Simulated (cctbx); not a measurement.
**Accept or mend?**

Cell a = 7.3810 Å, b = 7.3810 Å, c = 7.3810 Å, α = 90.00°, β = 90.00°, γ = 90.00°; space group Fd-3m (no. 227, origin choice 1). The compound is BiOs2.

The data are simulated with cctbx, not measured: Cu Kα, λ = 1.54184 Å, to d = 0.8 Å, 50 % of the full sphere, strongest reflection 40000 counts, noise from counting, a 4 % proportional error and a noise floor of 2 counts (s.d.); no absorption.

An anisotropic refinement with weights 1/σ² prints:

```text
Rint 0.032, 33 unique reflections to 0.81 A
cycle     R1     wR2    GooF  max shift (A)
   1  0.0234  0.1096   7.153   0.00000
   2  0.0123  0.0436   2.847   0.00000
final R1 0.0123 wR2 0.0436 GooF 2.847  parameters 3  data/parameter 11.0
atom        x        y        z      Ueq    occ   su(xyz)  su(Uiso or U11)
Bi1    0.25000  0.75000  0.25000   0.0097  1.000  0.00000  0.0005
W1     0.37500  0.12500  0.37500   0.0087  1.000  0.00000  0.0005
difference map: max 0.48 min -1.89 rms 0.33
Q1    0.0907  0.0907  0.0907   32    0.51  0.44 A from W1
Q2    0.0474  0.0474  0.3655   96    0.43  1.11 A from Bi1
Q3    0.0669  0.0669  0.1970   96    0.42  0.81 A from W1
Q4    0.0644  0.1428  0.8572   96    0.39  1.41 A from W1
Q5    0.0191  0.1766  0.6766   96    0.31  1.85 A from Bi1
Q6    0.1250  0.1250  0.6250   16    0.28  1.60 A from Bi1
```

Q: Accept it or mend it, and why?

Mend it. The fault: wrong element: W1 is Os. Against the right model at the same level, R1 goes from 0.0066 to 0.0123 and GooF from 0.93 to 2.85. W1 has 2 electrons too few and its U shrinks to make up, as expected (near an absorption edge f′ can widen the mismatch well beyond the difference in Z).

The compound is BiOs2. The right model at the same level gives:

```text
Rint 0.032, 33 unique reflections to 0.81 A
cycle     R1     wR2    GooF  max shift (A)
   1  0.0067  0.0142   0.929   0.00000
final R1 0.0066 wR2 0.0142 GooF 0.927  parameters 3  data/parameter 11.0
atom        x        y        z      Ueq    occ   su(xyz)  su(Uiso or U11)
Bi1    0.25000  0.75000  0.25000   0.0084  1.000  0.00000  0.0002
Os1    0.37500  0.12500  0.37500   0.0096  1.000  0.00000  0.0002
difference map: max 0.55 min -1.58 rms 0.21
Q1    0.0966  0.0966  0.4034   32    0.55  1.24 A from Bi1
Q2    0.0531  0.0531  0.1589   96    0.37  0.79 A from Os1
Q3    0.0267  0.1964  0.3036   96    0.37  1.59 A from Os1
Q4    0.0351  0.1650  0.8350   96    0.23  1.25 A from Os1
Q5    0.0000  0.0000  0.5000    8    0.21  0.00 A from Bi1
Q6    0.9927  0.1404  0.3596   96    0.11  1.47 A from Bi1
```

This is a model crystal, built by substitution and not relaxed, with assumed displacement parameters.

[Middle refinement cycles are left out of these outputs.]

[Logs are printed without paths, hosts, clocks, repeated set-up lines and the standing remarks that a program may print on its own settings, such as how far it seeks lower states.]
